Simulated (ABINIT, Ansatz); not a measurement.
# Si3N4 (Fd-3m): one start, several treatments of the self-energy, part 2 of 2

How much does the gap of Si3N4 (Fd-3m) depend on the approximation to the self-energy?

ABINIT 10.8.3; PBE and many-body steps on it, plane waves. Known limits of the many-body steps: not at the basis limit.

So far. Step 4 (G0W0, Godby-Needs plasmon pole): The gap on the mesh goes from 3.40 eV to 4.47 eV, a correction of +1.07 eV. Step 5 (G0W0, Engel-Farid plasmon pole): Against G0W0 in ABINIT (4×4×4 mesh, 368 bands, screening to 212.2 eV, Godby-Needs plasmon pole), the gap moves by +0.059 eV.

## 6. G0W0, von der Linden-Horsch plasmon pole

Level of this step: G0W0 on PBE, plane waves, norm-conserving pseudopotentials (ABINIT).

File run.abi:

```
acell 3*1.0 Angstrom
rprim 
  -0.000000000000 3.893718000000 3.893718000000
  3.893718000000 0.000000000000 3.893718000000
  3.893718000000 3.893718000000 -0.000000000000
ntypat 2
znucl 14 7
natom 14
typat 1 1 1 1 1 1 2 2 2 2 2 2 2 2
xred 
  0.125000000000 0.125000000000 0.625000000000
  0.125000000000 0.625000000000 0.125000000000
  0.625000000000 0.125000000000 0.125000000000
  0.125000000000 0.125000000000 0.125000000000
  0.750000000000 0.750000000000 0.750000000000
  0.500000000000 0.500000000000 0.500000000000
  0.367563000000 0.367563000000 0.367563000000
  0.352689000000 0.882437000000 0.882437000000
  0.882437000000 0.882437000000 0.352689000000
  0.882437000000 0.352689000000 0.882437000000
  0.367563000000 0.367563000000 0.897311000000
  0.367563000000 0.897311000000 0.367563000000
  0.882437000000 0.882437000000 0.882437000000
  0.897311000000 0.367563000000 0.367563000000
pp_dirpath "pseudos"
pseudos "Si.upf, N.upf"
ecut 36
ngkpt 4 4 4
nshiftk 1
shiftk 0 0 0
kptopt 1
chksymbreak 0
istwfk *1
occopt 1
irdwfk 1
optdriver 4
nband 368
gwcalctyp 0
ecutsigx 36
symsigma 1
nkptgw 2
kptgw 
  -0.2500000000 0.2500000000 0.0000000000
  0.0000000000 0.0000000000 0.0000000000
bdgw 
  31 34
  30 35
ecuteps 7.8
irdscr 1
ppmodel 3
indata_prefix "in"
outdata_prefix "out"
tmpdata_prefix "tmp"
```

Launch:

```sh
$ OMP_NUM_THREADS=1 mpirun -n 16 abinit run.abi > log
```

Numbers of over 12 decimals in the logs are rounded to 6 here.

Output:

```text
.Version 10.8.3 of ABINIT. v10.8.2 released Aug 2026.

 Symmetries : space group Fd -3 m (#227); Bravais cF (face-center cubic)
[... echo of the input left out ...]
== DATASET  1 ==================================================================
-   mpi_nproc: 16, omp_nthreads: 1 (-1 if OMP is not activated)

--- !DatasetInfo
iteration_state: {dtset: 1, }
dimensions: {natom: 14, nkpt: 8, mband: 368, nsppol: 1, nspinor: 1, nspden: 1, mpw: 8242, }
cutoff_energies: {ecut:  36.0, pawecutdg:  -1.0, }
[...]
Band     E0 <VxcDFT>   SigX SigC(E0)      Z dSigC/dE  Sig(E)    E-E0       E
[...]
34  11.016 -11.369  -6.697  -4.479   0.872  -0.147 -11.201   0.169  11.184
       35  11.016 -11.369  -6.697  -4.479   0.872  -0.147 -11.201   0.169  11.184

== END DATASET(S) ==============================================================
================================================================================

 -outvars: echo values of variables after computation  --------
           etotal      0.0000000000E+00
            nband         368
             nkpt           8
          spgroup         227
 [... the other variables as echoed above ...]

 Calculation completed.
```

It took 4.3 min on 16 MPI ranks of Arm Neoverse N1, shared host; peak memory 12 GiB; 69 min of CPU time.

Numbers from this step:

```yaml
g0w0_gap_on_the_points_computed: 4.395 eV
starting_gap_on_the_mesh: 3.398 eV
k_of_the_valence_top: -0.25, 0.25, 0
k_of_the_conduction_bottom: 0, 0, 0
least_direct_g0w0_gap_on_the_computed_points: 4.445 eV
```

Against G0W0 in ABINIT (4×4×4 mesh, 368 bands, screening to 212.2 eV, Godby-Needs plasmon pole), the gap moves by −0.077 eV.

## 7. One-shot Hartree-Fock

This step: one-shot Hartree-Fock on PBE, plane waves, norm-conserving pseudopotentials.

Edit run.abi of step 6 so:

```diff
@@ -36,4 +36,4 @@
 optdriver 4
-nband 368
-gwcalctyp 0
+nband 36
+gwcalctyp 5
 ecutsigx 36
@@ -47,5 +47,4 @@
   30 35
-ecuteps 7.8
-irdscr 1
-ppmodel 3
+ixc_sigma 40
+fftgw 31
 indata_prefix "in"
```

Output:

```text
.Version 10.8.3 of ABINIT. v10.8.2 released Aug 2026.

 Symmetries : space group Fd -3 m (#227); Bravais cF (face-center cubic)
[... echo of the input left out ...]
== DATASET  1 ==================================================================
-   mpi_nproc: 16, omp_nthreads: 1 (-1 if OMP is not activated)

--- !DatasetInfo
iteration_state: {dtset: 1, }
dimensions: {natom: 14, nkpt: 8, mband: 36, nsppol: 1, nspinor: 1, nspden: 1, mpw: 8242, }
cutoff_energies: {ecut:  36.0, pawecutdg:  -1.0, }
[...]
Band     E0 <VxcDFT>   SigX SigC(E0)      Z dSigC/dE  Sig(E)    E-E0       E
[...]
34  11.016 -11.369  -6.697   0.000   1.000   0.000  -6.697   4.672  15.688
       35  11.016 -11.369  -6.697   0.000   1.000   0.000  -6.697   4.672  15.688

== END DATASET(S) ==============================================================
================================================================================

 -outvars: echo values of variables after computation  --------
           etotal      0.0000000000E+00
            nband          36
             nkpt           8
          spgroup         227
 [... the other variables as echoed above ...]

 Calculation completed.
```

It took 6.9 s on 16 MPI ranks; peak memory 5 GiB.

Numbers from this step:

```yaml
quasiparticle_gap_on_the_points_computed: 11.82 eV
starting_gap_on_the_mesh: 3.398 eV
k_of_the_valence_top: -0.25, 0.25, 0
k_of_the_conduction_bottom: 0, 0, 0
least_direct_quasiparticle_gap_on_the_computed_points: 11.85 eV
```

Against G0W0 in ABINIT (4×4×4 mesh, 368 bands, screening to 212.2 eV, Godby-Needs plasmon pole), the gap moves by +7.344 eV.

## 8. Side by side

Times are wall times on 16 MPI ranks of Arm Neoverse N1, shared host, good to a factor of about two. A run's time includes the screening step that it read.

| run | mesh | bands | screening cutoff (eV) | DFT gap (eV) | gap on the mesh (eV) | direct (eV) | ε∞ used | time |
| --- | --- | --- | --- | --- | --- | --- | --- | --- |
| G0W0, Godby-Needs plasmon pole | 4×4×4 | 368 | 212.2 | 3.398 | 4.472 | 4.519 | 4.99 | 34 min |
| G0W0, Engel-Farid plasmon pole | 4×4×4 | 368 | 212.2 | 3.398 | 4.531 | 4.580 | 4.99 | 33 min |
| G0W0, von der Linden-Horsch plasmon pole | 4×4×4 | 368 | 212.2 | 3.398 | 4.395 | 4.445 | 4.99 | 34 min |
| one-shot Hartree-Fock | 4×4×4 | - | - | 3.398 | 11.816 | 11.850 | - | 6.9 s |

## 9. What came out

* G0W0, Godby-Needs plasmon pole: 4.472 eV
* G0W0, Engel-Farid plasmon pole: 4.531 eV
* G0W0, von der Linden-Horsch plasmon pole: 4.395 eV
* one-shot Hartree-Fock: 11.816 eV
* known limits: not at the basis limit

What this shows: G0W0, Engel-Farid plasmon pole: +0.059 eV against G0W0, Godby-Needs plasmon pole. G0W0, von der Linden-Horsch plasmon pole: −0.077 eV against G0W0, Godby-Needs plasmon pole. One-shot Hartree-Fock: +7.344 eV against G0W0, Godby-Needs plasmon pole. Bare exchange alone opens the gap to 11.82 eV; against G0W0, correlation takes back 7.34 eV. Against experiment, by G0W0, Godby-Needs plasmon pole: the gap of 4.47 eV lies +0.17 eV from the measured 4.3 ± 0.25 eV (electronic, quoted 2016). These are gaps on the mesh, at modest bands and cutoff. The calculation has static nuclei and no excitons; a measured gap holds zero-point and thermal motion, which mostly lowers it. Bands and cutoff are finite, so the gap is not at the basis limit. The miss can reach some tenths of an eV and take either sign; the mesh is an error of its own. In the G0W0 runs levels were corrected at 2 k points alone, so a gap called «on the mesh» is the least over those, and an edge elsewhere would be missed.

[Paths, hosts, dates, memory and timing lines, banners, echoed tables and standing remarks are left out of the program output.]

[Logs are printed without paths, hosts, clocks, repeated set-up lines and the standing remarks that a program may print on its own settings, such as how far it seeks lower states.]

[Runs of the session that timed out or met a known fault of the program may be left out.]

[Hosts, paths, dates, database ids (printed as entryN), source tags and the programs' standing remarks are cut or masked in the printed files.]

[G0W0 gaps are taken among the corrected bands and points alone; a level outside them can change the order at an edge.]

[Where Ansatz stands beside ABINIT at settings called matched, ABINIT's density can come from a denser mesh and the files from another edition; pairs whose starting gaps differed by over 0.03 eV were left out, so agreement reads better than it is.]
